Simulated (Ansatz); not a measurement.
# The perfect W wire along [111], 14 atoms a period, part 2 of 2

What gap, if any, does the W wire along [111], 14 atoms a period have, and how many channels would it open?

Ansatz 0.2.0; DFT PBE, plane waves, PAW; relaxation of a wire's period; PAW set soft_1 (the session's first sound run).

So far: The starting structure; Relaxation of atoms and period.

### Step 2. Relaxation of atoms and period (continued)

The steps of the relaxation:

```
step  energy less that of the first step (eV)  largest force component (eV/Å)  pressure (GPa)  volume (Å³)
   1                                   0.0000                          1.8660           -6.30       588.85
   2                                  -0.2168                          2.8538            5.94       566.65
   3                                  -1.0617                          1.2520            0.17       576.98
   4                                  -1.2596                          0.2308           -0.48       576.58
   5                                  -1.1555                          0.6151            0.65       574.81
   6                                  -1.2939                          0.0538           -0.10       576.04
   7                                  -1.2948                          0.0271            0.02       576.07
   8                                  -1.2948                          0.0167            0.00       576.18
  9*                                  -1.2924                          0.0167            0.00       576.18
```

Relaxation steps marked * repeat the geometry before them on a plane-wave basis chosen anew for their cell, so energy and pressure can jump there. Relaxation step 5 was tried and not accepted.

Forces are held to the 2 operations that the run works with; a distortion that breaks them can't arise in this run.

```
cell as run  before  after  change
      c (Å)   2.745  2.686  -2.2 %
```

The atoms that moved most (Å, along periodic axes as changes of fractional coordinates times the final cell, across vacuum about the mean position):

```
atom      dx      dy      dz  length
  W7  -0.089  -0.063   0.189   0.218
  W4   0.089   0.063  -0.189   0.218
 W10   0.049  -0.139   0.025   0.149
 W13  -0.049   0.139  -0.025   0.149
 W12  -0.114   0.092   0.023   0.148
  W1   0.114  -0.092  -0.023   0.148
 W11   0.033   0.014   0.034   0.049
  W2  -0.033  -0.014  -0.034   0.049
```

The relaxed structure:

```cif
data_structure
_symmetry_space_group_name_H-M 'P 1'
_symmetry_Int_Tables_number 1
_cell_length_a 13.5250
_cell_length_b 15.8590
_cell_length_c 2.6862
_cell_angle_alpha 90.000
_cell_angle_beta 90.000
_cell_angle_gamma 90.000
_cell_volume 576.18
loop_
_atom_site_label
_atom_site_type_symbol
_atom_site_fract_x
_atom_site_fract_y
_atom_site_fract_z
_atom_site_occupancy
W1 W 0.25981 0.69822 0.99143 1
W2 W 0.41471 0.45834 0.98732 1
W3 W 0.58283 0.70243 0.99229 1
W4 W 0.25797 0.38154 0.26303 1
W5 W 0.41692 0.62322 0.33365 1
W6 W 0.58305 0.37678 0.33301 1
W7 W 0.74200 0.61846 0.40364 1
W8 W 0.25315 0.54133 0.67534 1
W9 W 0.41714 0.29757 0.67437 1
W10 W 0.42072 0.77686 0.67589 1
W11 W 0.58526 0.54166 0.67935 1
W12 W 0.74015 0.30178 0.67523 1
W13 W 0.57924 0.22314 0.99078 1
W14 W 0.74682 0.45867 0.99133 1
```

Numbers from this step:

| Quantity | Value |
| --- | --- |
| energy at zero smearing | -145383.6424 eV |
| cell length along the wire | 2.686 Å |

The cell's length comes to 2.686 Å with spin left out.

### Step 3. The perfect wire

This step: DFT PBE, plane waves, PAW; bands of a perfect wire; PAW set soft_1 (Ansatz 0.2.0).

At the relaxed period the bands are computed along the axis; those that cross an energy going forward count the channels that a perfect wire would open there.

The input, input.yaml:

```yaml
crystal:
  lattice:
    - [13.525, 0.0, 0.0]
    - [0.0, 15.859, 0.0]
    - [0.0, 0.0, 2.6862241589]
  atoms:
    - { symbol: W, position: [0.25981491, 0.698220649, 0.991434241] }
    - { symbol: W, position: [0.414713536, 0.458341308, 0.9873173] }
    - { symbol: W, position: [0.582831122, 0.702432422, 0.992294027] }
    - { symbol: W, position: [0.257973857, 0.381536121, 0.263029299] }
    - { symbol: W, position: [0.416920796, 0.623219356, 0.333651866] }
    - { symbol: W, position: [0.583048556, 0.376780644, 0.333014801] }
    - { symbol: W, position: [0.741995496, 0.618463879, 0.403637368] }
    - { symbol: W, position: [0.253145665, 0.541332529, 0.675337615] }
    - { symbol: W, position: [0.41713823, 0.297567578, 0.67437264] }
    - { symbol: W, position: [0.420724876, 0.776860393, 0.675889057] }
    - { symbol: W, position: [0.585255816, 0.541658692, 0.679349367] }
    - { symbol: W, position: [0.740154442, 0.301779351, 0.675232425] }
    - { symbol: W, position: [0.579244477, 0.223139607, 0.99077761] }
    - { symbol: W, position: [0.746823688, 0.458667471, 0.991329051] }
kpoints:
  mp_grid: { grid: [1, 1, 30] }
  band_path: { path: ["Γ", Z], npoints: 90 }
scf:
  occupations: { method: fermi_dirac, width: 0.05 }
hamiltonian:
  xc: pbe
  pseudopotentials: { kind: paw, azcp: { folder: soft_1 } }
output:
  dos: { e_range: [-5, 4] }
  write_potential: true
  write_density: true
  volumetric_format: npy
```

Started as:

```
$ ansatz run input.yaml --threads 4 --pin off --max-ram 16384MiB --backend cpu --events-out ev --progress --plain --runs-dir out
```

Numbers of over 12 decimals in the logs are rounded to 6 here.

The program printed:

```text
[...]
Crystal: 14 atoms, lattice volume = 576.176 Å³
Basis set: ecut = 420 eV, 11289 PW (Γ)
Bands: 118, of which v1, the nominal top of the filled ones, is band 98 counted from 1 (97 counted from 0)
Symmetry: 2 space group operations
[...]
k-points: 16 of 30
[...]
SCF iter   1: F=—  HF=-145393.713667 eV  |F-HF|=—  |Δ(HF+E_count)|=         —  Δρ=4.76e-2  dr2=7.36e1  ethr=3.10e-3  ⟨swp⟩=9.8  Hψ=9163  notcnv=0  defer=2
[...]
SCF iter  11: F=-145383.695366 eV  HF=-145383.695366 eV  |F-HF|=1.02e-8  |Δ(HF+E_count)|=   1.65e-7  Δρ=2.36e-6  dr2=4.49e-8  ethr=5.10e-11  ⟨swp⟩=15.4  Hψ=6622  notcnv=0
SCF 1 converged in 11 iterations: F = -145383.695366 eV  dr2 = 4.49e-8
[...]
NSCF: frozen V_eff on 91 k-points
WARN: The output density's exchange-correlation potential varies sharply where the density is thin. Do not read a vacuum level from v_tot or v_xc, or from such a field of the output density. On a cell that repeats whose density bears no net charge and no dipole along the vacuum's axis use v_es (v_loc + v_h of the components); under efield.dipole_correction with no amplitude use v_es + v_field, which holds any externa [...]
SCF converged after 11 iterations
Free energy (F): -145383.695366 eV
[...]
Internal energy: -145383.589331 eV  (E = F + TS)
E sigma→0 (E₀):  -145383.642349 eV
Entropy (-TS):   -0.106035 eV (-7.574 meV/atom)
Fermi energy:    5.988282 eV
[...]
--- Band table (eV; the first three rows and the last of 16) ---
  k-point 0: bands = [... 94 lower, 5.3293, 5.4829, 5.7850, 5.8693, 6.0348, 6.3074, 6.3246, 6.5803, ... 16 higher]
  k-point 1: bands = [... 94 lower, 5.3021, 5.4896, 5.7485, 5.8330, 6.0295, 6.2505, 6.3245, 6.4893, ... 16 higher]
  k-point 2: bands = [... 94 lower, 5.2246, 5.4693, 5.6485, 5.7419, 5.9989, 6.1307, 6.2817, 6.3247, ... 16 higher]
  k-point 15: bands = [... 94 lower, 6.1771, 6.4448, 6.7502, 6.8014, 6.9031, 7.1163, 7.1896, 7.2036, ... 16 higher]
```

It took 62 s on 4 threads of Intel Xeon Platinum 8488C (Sapphire Rapids), shared host; peak memory 3.4 GiB.

The column dr2 measures how far the density is from self-consistency, as an energy; F and HF (Harris–Foulkes) agree once it is small.

This step gave:

| Property | Result |
| --- | --- |
| energy at zero smearing | -145383.6423 eV |
| band gap | 0 eV |

Electronic bands along the path, in eV, zero at the Fermi level; # counts the bands kept:

```
  point    #39    #40    #41    #42    #43    #44    #45   #46
      Γ  -0.66  -0.51  -0.20  -0.12   0.05   0.32   0.34  0.59
halfway  -0.85  -0.76  -0.55  -0.51  -0.28  -0.19  -0.16  0.09
      Z   0.19   0.46   0.76   0.81   0.91   1.13   1.20  1.22
```

Between Γ and Z the bands cross the Fermi level 13 times, so a perfect wire would conduct at least 13 G₀, with spin left out.

### Step 4. Outcome

```json
{"cell length, PBE": "2.686 Å", "ballistic conductance by band crossings, a lower bound, PBE": "13 G₀"}
```

**Reading.** Under PBE the cell's length is 2.69 Å, and the bands cross the Fermi level 13 times between Γ and Z, which gives a perfect wire at least 13 G₀ (opposite crossings within one step of the path cancel in such a count). No spin was allowed, though thin wires with open d shells can turn magnetic. Spin-orbit coupling is left out, which matters for the bands of heavy atoms.

[Logs are printed without paths, hosts, clocks, repeated set-up lines and the standing remarks that a program may print on its own settings, such as how far it seeks lower states.]

[Hosts, paths, dates, database ids (printed as entryN), source tags and the programs' standing remarks are cut or masked in the printed files.]
